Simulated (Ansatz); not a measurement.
# CH2 on Ti(0001), bridge start, 2x2 cell: work function, bands and core levels

Wanted: core-level shifts and unfolded surface bands for CH2 on Ti(0001), bridge start, 2x2 cell.

Main program and level: Ansatz 0.2.0; DFT, PBE, plane-wave PAW, default files, scalar-relativistic.

This is a report of a sequence of runs, with most program output left out.

### 1. Starting point

The cell holds 4 atoms: 4 Ti. Cell: a = 2.940 Å, b = 2.940 Å, c = 21.975 Å, α = 90.0°, β = 90.0°, γ = 60.0°. It derives from Ti. Vacuum lies along c.

### 2. The clean face

The clean face is the reference for what the added atoms change.

File input.yaml:

```yaml
crystal:
  lattice:
    - [2.94, 0.0, 0.0]
    - [1.47, 2.5461146871, 0.0]
    - [0.0, 0.0, 21.975]
  atoms:
    - { symbol: Ti, position: [0.0, 0.0, 0.658703072] }
    - { symbol: Ti, position: [0.666666667, 0.666666667, 0.552901024] }
    - { symbol: Ti, position: [0.0, 0.0, 0.447098976] }
    - { symbol: Ti, position: [0.666666667, 0.666666667, 0.341296928] }
kpoints:
  mp_grid: { grid: [18, 18, 1] }
scf:
  occupations: { method: fermi_dirac, width: 0.05 }
  n_extra_bands: 12
hamiltonian:
  xc: pbe
  pseudopotentials: { kind: paw }
output:
  forces: true
  write_potential: true
  volumetric_format: []
  dos:
    projected: true
    de: 0.05
    e_range: [-30, 12]
    method: { smearing: { sigma: 0.1, scheme: gaussian } }
efield:
  axis: 3
  dipole_correction: true
relax:
  f_tol: 0.03
  max_steps: 50
  constraints: [{ sites: [2, 3] }]
```

Launch:

```
$ ansatz run input.yaml --threads 8 --pin off --max-ram 20480MiB --backend cpu --events-out ev --progress --plain --runs-dir out
```

Run time: 11 s. Hardware: 8 threads of Arm Neoverse V2, shared host; peak memory 0.7 GiB; 82 s of CPU time.

The steps of the relaxation:

| step | energy less that of the first step (eV) | largest force component (eV/Å) |
| --- | --- | --- |
| 1 | 0.0000 | 0.7012 |
| 2 | -0.0381 | 0.4815 |
| 3 | -0.0563 | 0.0084 |
| 4 | -0.0564 | 0.0066 |
| 5 | -0.0564 | 0.0051 |

The run keeps the 6 symmetry operations that it works with, so distortions that break them were not tested.

The atoms that moved most (Å):

| atom | dx | dy | dz | length |
| --- | --- | --- | --- | --- |
| Ti2 | 0.000 | 0.000 | 0.088 | 0.088 |
| Ti1 | 0.000 | 0.000 | -0.076 | 0.076 |

Final coordinates:

```cif
data_structure
_symmetry_space_group_name_H-M 'P 1'
_symmetry_Int_Tables_number 1
_cell_length_a 2.9400
_cell_length_b 2.9400
_cell_length_c 21.9750
_cell_angle_alpha 90.000
_cell_angle_beta 90.000
_cell_angle_gamma 60.000
_cell_volume 164.50
loop_
_atom_site_label
_atom_site_type_symbol
_atom_site_fract_x
_atom_site_fract_y
_atom_site_fract_z
_atom_site_occupancy
Ti1 Ti 0.00000 0.00000 0.65525 1
Ti2 Ti 0.66667 0.66667 0.55689 1
Ti3 Ti 0.00000 0.00000 0.44710 1
Ti4 Ti 0.66667 0.66667 0.34130 1
```

Numbers from this step:

| Property | Result |
| --- | --- |
| free energy | -9996.7993 eV |
| energy at zero smearing | -9996.7661 eV |
| smearing term TS | 0.06625 eV |
| Fermi energy | 3.239 eV |
| symmetry operations | 6 |
| zero of energy | Fermi level |
| share of occupied states in no projected shell | 0.0327 of the occupied states in the window |
| DOS at the Fermi level | 8.185 states/eV/cell |
| work function, upper face | 4.405 eV |
| work function, lower face | 4.484 eV |

The DOS has structure finer than the step of the table below, so its rows give means over 0.25 eV, whole bins alone (the curve runs from -7.47 to 1.93 eV). Peaks (eV: height): total -1.675: 5.19, -0.775: 9.94, 0.825: 11.3; Ti 3d -1.675: 4.40, -0.775: 8.59, 0.825: 10.4, 1.225: 8.98; Ti 4s -4.275: 0.864, -3.075: 1.14, -2.575: 1.54, -2.275: 1.28; Ti 4p* -0.775: 0.538, 0.325: 0.686, 1.125: 0.568, 1.425: 0.414.

* holds the states left over by the projection beside any projected weight of its own. DOS against E, zero at the Fermi level; means over each step; values in states/eV/cell:

| E (eV) | total | Ti 3d | Ti 4s | Ti 4p* |
| --- | --- | --- | --- | --- |
| -6.25 | 0 | 0 | 0 | 0 |
| -6.00 | 0.00386 | 0 | 0.00381 | 3.8e-5 |
| -5.75 | 0.144 | 3.7e-4 | 0.142 | 0.00160 |
| -5.50 | 0.275 | 0.00109 | 0.270 | 0.00378 |
| -5.25 | 0.286 | 0.00255 | 0.279 | 0.00521 |
| -5.00 | 0.255 | 0.00384 | 0.246 | 0.00525 |
| -4.75 | 0.574 | 0.0165 | 0.544 | 0.0134 |
| -4.50 | 0.505 | 0.0199 | 0.472 | 0.0127 |
| -4.25 | 0.764 | 0.0418 | 0.701 | 0.0214 |
| -4.00 | 0.539 | 0.0409 | 0.482 | 0.0160 |
| -3.75 | 0.872 | 0.0965 | 0.749 | 0.0268 |
| -3.50 | 0.980 | 0.160 | 0.791 | 0.0299 |
| -3.25 | 1.19 | 0.253 | 0.899 | 0.0370 |
| -3.00 | 1.46 | 0.399 | 1.02 | 0.0454 |
| -2.75 | 1.96 | 0.832 | 1.07 | 0.0537 |
| -2.50 | 2.92 | 1.63 | 1.21 | 0.0710 |
| -2.25 | 4.04 | 2.72 | 1.22 | 0.0998 |
| -2.00 | 4.77 | 3.59 | 1.05 | 0.129 |
| -1.75 | 4.86 | 4.05 | 0.671 | 0.142 |
| -1.50 | 3.95 | 3.45 | 0.368 | 0.123 |
| -1.25 | 4.88 | 4.46 | 0.226 | 0.189 |
| -1.00 | 5.89 | 5.37 | 0.274 | 0.252 |
| -0.75 | 8.58 | 7.45 | 0.661 | 0.461 |
| -0.50 | 4.70 | 4.07 | 0.389 | 0.234 |
| -0.25 | 5.75 | 4.84 | 0.559 | 0.351 |
| 0.00 | 7.93 | 6.77 | 0.596 | 0.566 |
| 0.25 | 8.42 | 7.43 | 0.342 | 0.652 |
| 0.50 | 8.42 | 7.50 | 0.346 | 0.581 |
| 0.75 | 10.1 | 9.19 | 0.400 | 0.504 |
| 1.00 | 9.48 | 8.57 | 0.357 | 0.547 |
| 1.25 | 8.59 | 7.98 | 0.215 | 0.394 |
| 1.50 | 4.31 | 3.82 | 0.150 | 0.341 |
| 1.75 | 4.86 | 4.45 | 0.214 | 0.193 |

The planar mean, electrostatic potential oscillates, so the rows of the table below give means over windows of 1 Å about each position, cut where the curve ends. Its maxima inside the range that stand out by 2 % of the span (Å: eV): 8.6: -0.321, 11.0: -0.0502, 13.3: -1.41. Its minima: 7.5: -12.9, 9.8: -12.7, 12.2: -12.6, 14.4: -12.8.

From the Fermi level. The planar mean, electrostatic potential by z; means over each step:

| z (Å) | planar mean, electrostatic potential (eV) |
| --- | --- |
| 0 | 4.45 |
| 1 | 4.48 |
| 2 | 4.48 |
| 3 | 4.48 |
| 4 | 4.46 |
| 5 | 4.21 |
| 6 | 2.20 |
| 7 | -8.09 |
| 8 | -7.75 |
| 9 | -3.98 |
| 10 | -10.7 |
| 11 | -1.76 |
| 12 | -10.2 |
| 13 | -5.13 |
| 14 | -8.97 |
| 15 | -6.86 |
| 16 | 2.57 |
| 17 | 4.19 |
| 18 | 4.38 |
| 19 | 4.40 |
| 20 | 4.41 |
| 21 | 4.41 |

Recipe: projected DOS times atomic cross section and asymmetry factor (unpolarised light, 60° from the beam), occupied states only, Fermi edge at 300 K, a Lorentzian width of 0.05 eV growing by 0.08 eV per eV of binding energy, and a resolution of 0.3 eV. Each atom is damped by exp[−depth/(λ cos θ)], θ = 30° from the normal, λ from the universal curve. Curves are cut 10 eV under the photon energy, above any shell that the free atom's threshold puts out of reach, or at the lower edge of the window: 7.5 eV at 21.2 eV, 7.5 eV at 60 eV, 7.5 eV at 1486.7 eV, 7.5 eV at 2150 eV and 7.5 eV at 5950 eV. Matrix elements of the solid and inelastic losses aren't modelled, nor non-dipole terms, which matter above 3 keV.

How the area divides among the shells (%):

| shell | 21.2 eV | 60 eV | 1486.7 eV | 2150 eV | 5950 eV |
| --- | --- | --- | --- | --- | --- |
| Ti 4s | 1.1 | 1.2 | 44.5 | 61.0 | 91.1 |
| Ti 4p* | 0.1 | 0.1 | 1.8 | 1.9 | 1.2 |
| Ti 3d | 98.8 | 98.7 | 53.7 | 37.1 | 7.8 |

At the Fermi level the DOS is 8.18 states/eV a cell, and on the broadened curves Ti 3d holds 85 % of the total there.

### 3. Relaxing the atoms

System of this step: Ti16H2C. The cell holds 19 atoms: 2 H, 1 C and 16 Ti. Cell: a = 5.880 Å, b = 5.880 Å, c = 24.045 Å, α = 90.0°, β = 90.0°, γ = 60.0°. It derives from Ti. How the cell was made: adsorbate; added: CH2; site: bridge; coverage 0.25 monolayer; cell: 2x2; on one face. Regions: ad, 3 atoms (2 H and 1 C); L1, 4 atoms (4 Ti); L2, 4 atoms (4 Ti); L3, 4 atoms (4 Ti); rest, 4 atoms (4 Ti). Vacuum lies along c.

Levels and vacuum steps follow bond lengths, so the atoms are relaxed first. 8 atoms are held to stand for the bulk. A dipole correction cancels the field between unlike faces.

File input.yaml:

```yaml
crystal:
  lattice:
    - [5.88, 0.0, 0.0]
    - [2.94, 5.0922293743, 0.0]
    - [0.0, 0.0, 24.045]
  atoms:
    - { symbol: H, position: [0.404730298, 0.0, 0.688084841] }
    - { symbol: H, position: [0.099658581, 0.0, 0.688084841] }
    - { symbol: C, position: [0.251066469, 0.0, 0.662299854] }
    - { symbol: Ti, position: [0.0, 0.0, 0.601996257] }
    - { symbol: Ti, position: [0.5, 0.0, 0.601996257] }
    - { symbol: Ti, position: [0.0, 0.5, 0.601996257] }
    - { symbol: Ti, position: [0.5, 0.5, 0.601996257] }
    - { symbol: Ti, position: [0.833333333, 0.333333333, 0.505302558] }
    - { symbol: Ti, position: [0.333333333, 0.333333333, 0.505302558] }
    - { symbol: Ti, position: [0.833333333, 0.833333333, 0.505302558] }
    - { symbol: Ti, position: [0.333333333, 0.833333333, 0.505302558] }
    - { symbol: Ti, position: [0.0, 0.0, 0.408608858] }
    - { symbol: Ti, position: [0.5, 0.0, 0.408608858] }
    - { symbol: Ti, position: [0.0, 0.5, 0.408608858] }
    - { symbol: Ti, position: [0.5, 0.5, 0.408608858] }
    - { symbol: Ti, position: [0.833333333, 0.333333333, 0.311915159] }
    - { symbol: Ti, position: [0.333333333, 0.333333333, 0.311915159] }
    - { symbol: Ti, position: [0.833333333, 0.833333333, 0.311915159] }
    - { symbol: Ti, position: [0.333333333, 0.833333333, 0.311915159] }
kpoints:
  mp_grid: { grid: [6, 6, 1] }
scf:
  occupations: { method: fermi_dirac, width: 0.05 }
  n_extra_bands: 15
hamiltonian:
  xc: pbe
  pseudopotentials: { kind: paw }
output:
  forces: true
  write_potential: true
  volumetric_format: []
efield:
  axis: 3
  dipole_correction: true
relax:
  f_tol: 0.03
  max_steps: 45
  constraints: [{ sites: [11, 12, 13, 14, 15, 16, 17, 18] }]
```

It took 1.9 min on 8 threads; peak memory 3.5 GiB; 15 min of CPU time.

Relaxation path:

| step | energy less that of the first step (eV) | largest force component (eV/Å) |
| --- | --- | --- |
| 1 | 0.0000 | 1.1382 |
| 2 | -0.1162 | 0.5898 |
| 3 | -0.1954 | 0.2290 |
| 4 | -0.1993 | 0.0688 |
| 5 | -0.1995 | 0.0095 |

The atoms that moved most (Å):

| atom | dx | dy | dz | length |
| --- | --- | --- | --- | --- |
| Ti7 | 0.000 | 0.141 | 0.003 | 0.141 |
| Ti8 | -0.020 | 0.037 | 0.127 | 0.133 |
| Ti9 | 0.021 | 0.036 | 0.126 | 0.133 |
| C3 | -0.006 | -0.002 | -0.071 | 0.072 |
| Ti5 | 0.021 | -0.023 | -0.064 | 0.071 |
| Ti4 | -0.020 | -0.023 | -0.064 | 0.071 |
| Ti10 | 0.001 | -0.035 | 0.058 | 0.067 |
| Ti11 | 0.000 | 0.045 | 0.041 | 0.061 |

The relaxed structure:

```cif
data_structure
_symmetry_space_group_name_H-M 'P 1'
_symmetry_Int_Tables_number 1
_cell_length_a 5.8800
_cell_length_b 5.8800
_cell_length_c 24.0450
_cell_angle_alpha 90.000
_cell_angle_beta 90.000
_cell_angle_gamma 60.000
_cell_volume 719.96
loop_
_atom_site_label
_atom_site_type_symbol
_atom_site_fract_x
_atom_site_fract_y
_atom_site_fract_z
_atom_site_occupancy
H1 H 0.40032 0.00212 0.68726 1
H2 H 0.09820 0.00225 0.68742 1
C3 C 0.25027 0.99966 0.65934 1
Ti4 Ti 0.99882 0.99550 0.59934 1
Ti5 Ti 0.50584 0.99548 0.59934 1
Ti6 Ti 0.00437 0.49147 0.60203 1
Ti7 Ti 0.48615 0.52773 0.60214 1
Ti8 Ti 0.82625 0.34053 0.51057 1
Ti9 Ti 0.33334 0.34050 0.51056 1
Ti10 Ti 0.83686 0.82647 0.50770 1
Ti11 Ti 0.32900 0.84209 0.50701 1
Ti12 Ti 0.00000 0.00000 0.40861 1
Ti13 Ti 0.50000 0.00000 0.40861 1
Ti14 Ti 0.00000 0.50000 0.40861 1
Ti15 Ti 0.50000 0.50000 0.40861 1
Ti16 Ti 0.83333 0.33333 0.31192 1
Ti17 Ti 0.33333 0.33333 0.31192 1
Ti18 Ti 0.83333 0.83333 0.31192 1
Ti19 Ti 0.33333 0.83333 0.31192 1
```

Numbers from this step:

| Quantity | Value |
| --- | --- |
| free energy | -40271.2406 eV |
| energy at zero smearing | -40271.1139 eV |
| smearing term TS | 0.2535 eV |
| Fermi energy | 3.007 eV |
| symmetry operations | 1 |
| work function, upper face | 3.620 eV |
| work function, lower face | 4.444 eV |

The relaxation ends 11 meV an atom lower, with a largest force component of 0.0095 eV/Å on the free atoms. Between step 2 and this run (19 atoms) the value for the work function, upper face moves from 4.41 eV to 3.62 eV (-18 %).

### 4. Layer-resolved bands, DOS and potential

The main run: bands along the zone's path, each state's share in the top and middle regions, the DOS and the planar potential. The cell holds 4 small cells, so the bands are unfolded.

File input.yaml:

```yaml
crystal:
  lattice:
    - [5.88, 0.0, 0.0]
    - [2.94, 5.0922293743, 0.0]
    - [0.0, 0.0, 24.045]
  atoms:
    - { symbol: H, position: [0.4003205807, 0.0021229768, 0.6872597917] }
    - { symbol: H, position: [0.0982007524, 0.0022494746, 0.6874201005] }
    - { symbol: C, position: [0.2502699473, -0.0003425412, 0.6593358345] }
    - { symbol: Ti, position: [-0.0011772537, -0.0045046073, 0.5993427061] }
    - { symbol: Ti, position: [0.5058439637, -0.0045229461, 0.5993378807] }
    - { symbol: Ti, position: [0.0043677968, 0.4914747458, 0.6020341382] }
    - { symbol: Ti, position: [0.4861513799, 0.5277300615, 0.6021381379] }
    - { symbol: Ti, position: [0.8262514715, 0.3405306537, 0.5105714246] }
    - { symbol: Ti, position: [0.3333352492, 0.3404950134, 0.5105606127] }
    - { symbol: Ti, position: [0.8368560642, 0.8264744376, 0.507702406] }
    - { symbol: Ti, position: [0.3290029201, 0.8420905249, 0.5070088736] }
    - { symbol: Ti, position: [0.0, 0.0, 0.408608858] }
    - { symbol: Ti, position: [0.5, 0.0, 0.408608858] }
    - { symbol: Ti, position: [0.0, 0.5, 0.408608858] }
    - { symbol: Ti, position: [0.5, 0.5, 0.408608858] }
    - { symbol: Ti, position: [0.833333333, 0.333333333, 0.311915159] }
    - { symbol: Ti, position: [0.333333333, 0.333333333, 0.311915159] }
    - { symbol: Ti, position: [0.833333333, 0.833333333, 0.311915159] }
    - { symbol: Ti, position: [0.333333333, 0.833333333, 0.311915159] }
kpoints:
  mp_grid: { grid: [6, 6, 1] }
scf:
  occupations: { method: fermi_dirac, width: 0.05 }
  n_extra_bands: 20
hamiltonian:
  xc: pbe
  pseudopotentials: { kind: paw }
output:
  forces: true
  write_potential: true
  volumetric_format: []
  dos:
    projected:
      site_lists:
        adsorbate: [0, 1, 2]
        layer_1: [3, 4, 5, 6]
        layer_2: [7, 8, 9, 10]
        layer_3: [11, 12, 13, 14]
        other_layers: [15, 16, 17, 18]
    de: 0.05
    e_range: [-30, 12]
    method: { smearing: { sigma: 0.15, scheme: gaussian } }
  eigenstates:
    kpoints:
      - [0.33333333, -0.33333333, 0.0]
      - [0.25, -0.375, 0.0]
      - [0.16666667, -0.41666667, 0.0]
      - [0.08333333, -0.45833333, 0.0]
      - [0.0, 0.5, 0.0]
      - [-0.08333333, 0.45833333, 0.0]
      # [... 29 more points ...]
      - [0.25, 0.5, 0.0]
      - [0.29166667, -0.41666667, 0.0]
    e_range: [-8.0, 4.0]
    unfold:
      supercell_matrix: [[2, 0, 0], [0, 2, 0], [0, 0, 1]]
      layers:
        axis: 3
        edges: [0.14556, 0.433208, 0.433308, 0.569103, 0.569203, 0.853774]
efield:
  axis: 3
  dipole_correction: true
```

It took 1.8 min on 8 threads; peak memory 5.3 GiB.

Numbers from this step:

| Item | Value |
| --- | --- |
| share of occupied states in no projected shell | 0.0308 of the occupied states in the window |
| DOS at the Fermi level | 29.8 states/eV/cell |

A(k,E), total over k along the path and E. Zero: Fermi level.

Ten even steps from '0' (0.1 eV⁻¹) to '9' (10.1 eV⁻¹), each cell a mean:
```
011233223479998543334333332110
233333333456666543332222233332
554332234433333443322211123455
333333343321112233321111112333
443444432100000012332222222334
543333210000000001122222222345
344221110000000001122222223443
112221111000000011112223333211
000111011110000111011233221000
000011100111111110111111100000
000001110011111000111000000000
000000101000000001110000000000
000000000100000100100000000000
000000011000000001000000000000
000000001100000110000000000000
000000000101110100000000000000
000000000011011000000000000000
000000000000000000000000000000
000000000000000000000000000000
000000000000000000000000000000
000000000000000000000000000000
000000000000000000000000000000
```
Columns: k along the path (Å⁻¹) from 0 to 3.37; rows upwards: E (eV) from -7.7 to 0.981.

A(k,E), top over k along the path and E. Zero: Fermi level.

Ten even steps from '0' (0.03 eV⁻¹) to '9' (2.50 eV⁻¹), each cell a mean:
```
111233223479998543333333332111
223322223466666532222222233322
554332234433223343322211123455
444333443211111223321111111234
222334321100000012222111112222
322222210000000001122211222223
232111110000000001112222222222
111211111000000011111122222111
000111011110001111001111111100
000001101111111100011111110000
000000000011111100111111110000
000000000000000000000000000000
000000000000000000000000000000
000000000000000000000000000000
000000111110001111100000000000
000000000111111100000000000000
000000000000000000000000000000
000000000000000000000000000000
000000000000000000000000000000
001110000000000000000111111000
111111110000000000111111111111
000000000000000000000000000000
```
Columns: k along the path (Å⁻¹) from 0 to 3.37; rows upwards: E (eV) from -7.7 to 0.981.

A(k,E), middle over k along the path and E. Zero: Fermi level.

Ten even steps from '0' (0.01 eV⁻¹) to '9' (2.88 eV⁻¹), each cell a mean:
```
000133333468997543455443322100
112233333355665433332222232211
334332223332223332221111123333
333222233321112233221111122333
544444332100000112333333333445
865443210000000001222222223468
565332211000000001222222224565
113422211100000011122233344321
000221111110001111112344432000
000011100111111100112221110000
000001110000000001112100000000
000001111000000011120000000000
000000110110001111100000000000
000000011001111001000000000000
000000001000000011000000000000
000000000110000110000000000000
000000000011112100000000000000
000000000001110000000000000000
000000000000000000000000000000
000000000000000000000000000000
000000000000000000000000000000
000000000000000000000000000000
```
Columns: k along the path (Å⁻¹) from 0 to 3.37; rows upwards: E (eV) from -7.7 to 0.981.

A(k,E), bottom over k along the path and E. Zero: Fermi level.

Values in eV⁻¹, 12 rows by 16 columns, each cell a mean:
```
0.98 1.28 1.46 1.30 1.66 3.01 4.05 3.75 2.37 1.54 1.64 1.50 1.29 1.61 1.63 1.02
2.50 2.12 1.50 1.53 2.04 1.94 1.68 1.77 2.04 1.78 1.38 0.96 0.80 1.04 1.77 2.47
1.99 1.99 2.42 1.92 0.97 0.43 0.33 0.35 0.60 1.24 1.38 1.10 0.99 1.11 1.50 1.95
1.73 1.51 0.90 0.76 0.39 0.15 0.13 0.13 0.20 0.56 0.96 1.16 1.17 1.40 1.84 1.76
0.24 0.51 0.78 0.50 0.58 0.38 0.22 0.28 0.50 0.59 0.70 1.23 1.54 1.28 0.56 0.24
0.08 0.10 0.38 0.57 0.38 0.57 0.59 0.59 0.49 0.44 0.65 0.46 0.27 0.19 0.11 0.08
0.04 0.05 0.10 0.40 0.48 0.36 0.35 0.33 0.43 0.48 0.32 0.09 0.07 0.06 0.05 0.04
0.03 0.03 0.04 0.14 0.45 0.42 0.41 0.41 0.43 0.37 0.07 0.04 0.04 0.03 0.03 0.03
0.02 0.02 0.02 0.04 0.19 0.45 0.47 0.47 0.38 0.08 0.03 0.02 0.02 0.02 0.02 0.02
0.01 0.01 0.02 0.02 0.04 0.17 0.34 0.28 0.09 0.03 0.02 0.02 0.02 0.01 0.01 0.01
0.01 0.01 0.01 0.01 0.02 0.04 0.05 0.05 0.03 0.02 0.01 0.01 0.01 0.01 0.01 0.01
0.01 0.01 0.01 0.01 0.01 0.02 0.02 0.02 0.02 0.01 0.01 0.01 0.01 0.01 0.01 0.01
```
Columns: k along the path (Å⁻¹) from 0 to 3.37; rows upwards: E (eV) from -7.7 to 0.981.

Peaks of A(k,E) at the labelled points: for each region the eleven nearest the zero at most, each over 6 % of that point's highest, less those above the energy where the solved bands run out; weight and spread sum the levels within three half widths or 0.3 eV, so near peaks share levels. Peaks of the spectral function, the first 40 of 70 rows:

| point | weight on | E (eV) | A (1/eV) | weight near the peak | rms spread of levels (eV) |
| --- | --- | --- | --- | --- | --- |
| K | total | -7 | 0.469 | 0.28 | 0 |
| K | total | -1.24 | 6.911 | 6.922 | 0.281 |
| K | total | -0.74 | 4.617 | 5.697 | 0.315 |
| K | total | 0.04 | 6.174 | 5.135 | 0.182 |
| K | top | -7 | 0.45 | 0.278 | 0 |
| K | top | -4.66 | 0.305 | 0.178 | 0 |
| K | top | -3.28 | 0.223 | 0.17 | 0.3 |
| K | top | -2.7 | 0.269 | 0.23 | 0.286 |
| K | top | -1.28 | 1.018 | 0.981 | 0.287 |
| K | top | -0.04 | 1.543 | 1.441 | 0.245 |
| K | middle | -1.22 | 2.837 | 2.808 | 0.267 |
| K | middle | -0.04 | 1.309 | 0.985 | 0.23 |
| K | bottom | -1.24 | 3.093 | 3.089 | 0.273 |
| K | bottom | -0.74 | 2.272 | 2.364 | 0.27 |
| K | bottom | 0.1 | 3.612 | 2.829 | 0.133 |
| Γ | total | -5.78 | 1.67 | 0.954 | 0 |
| Γ | total | -5.08 | 1.45 | 0.765 | 0 |
| Γ | total | -4.28 | 1.303 | 0.687 | 0 |
| Γ | total | -3.32 | 1.559 | 1.692 | 0.292 |
| Γ | total | -2.74 | 1.616 | 1.727 | 0.305 |
| Γ | total | 0.74 | 11.27 | 11.57 | 0.258 |
| Γ | top | -6.94 | 0.261 | 0.152 | 0 |
| Γ | top | -5.78 | 0.29 | 0.148 | 0 |
| Γ | top | -5.08 | 0.528 | 0.305 | 0 |
| Γ | top | -4.3 | 0.205 | 0.089 | 0 |
| Γ | top | -3.3 | 0.414 | 0.459 | 0.279 |
| Γ | top | -2.74 | 0.424 | 0.478 | 0.308 |
| Γ | top | 0.72 | 2.768 | 2.882 | 0.259 |
| Γ | middle | -5.78 | 0.788 | 0.479 | 0 |
| Γ | middle | -5.1 | 0.226 | 0.081 | 0 |
| Γ | middle | -4.28 | 0.502 | 0.286 | 0 |
| Γ | middle | -3.3 | 0.314 | 0.47 | 0.27 |
| Γ | middle | -2.72 | 0.586 | 0.348 | 0.09 |
| Γ | middle | 0.74 | 3.177 | 3.237 | 0.243 |
| Γ | bottom | -5.78 | 0.59 | 0.327 | 0 |
| Γ | bottom | -5.08 | 0.696 | 0.378 | 0 |
| Γ | bottom | -4.28 | 0.596 | 0.312 | 0 |
| Γ | bottom | -3.32 | 0.835 | 0.762 | 0.289 |
| Γ | bottom | -2.74 | 0.606 | 0.764 | 0.291 |
| Γ | bottom | -0.12 | 1.716 | 1.904 | 0.271 |

(Part 1 of 2 ends here.)

[Logs are printed without paths, hosts, clocks, repeated set-up lines and the standing remarks that a program may print on its own settings, such as how far it seeks lower states.]

[Hosts, paths, dates, database ids (printed as entryN), source tags and the programs' standing remarks are cut or masked in the printed files.]

[Maps of the electrostatic potential energy from Ansatz leave out the sawtooth potential of an applied field or a dipole correction, so their vacuum need not be flat; work functions include it.]
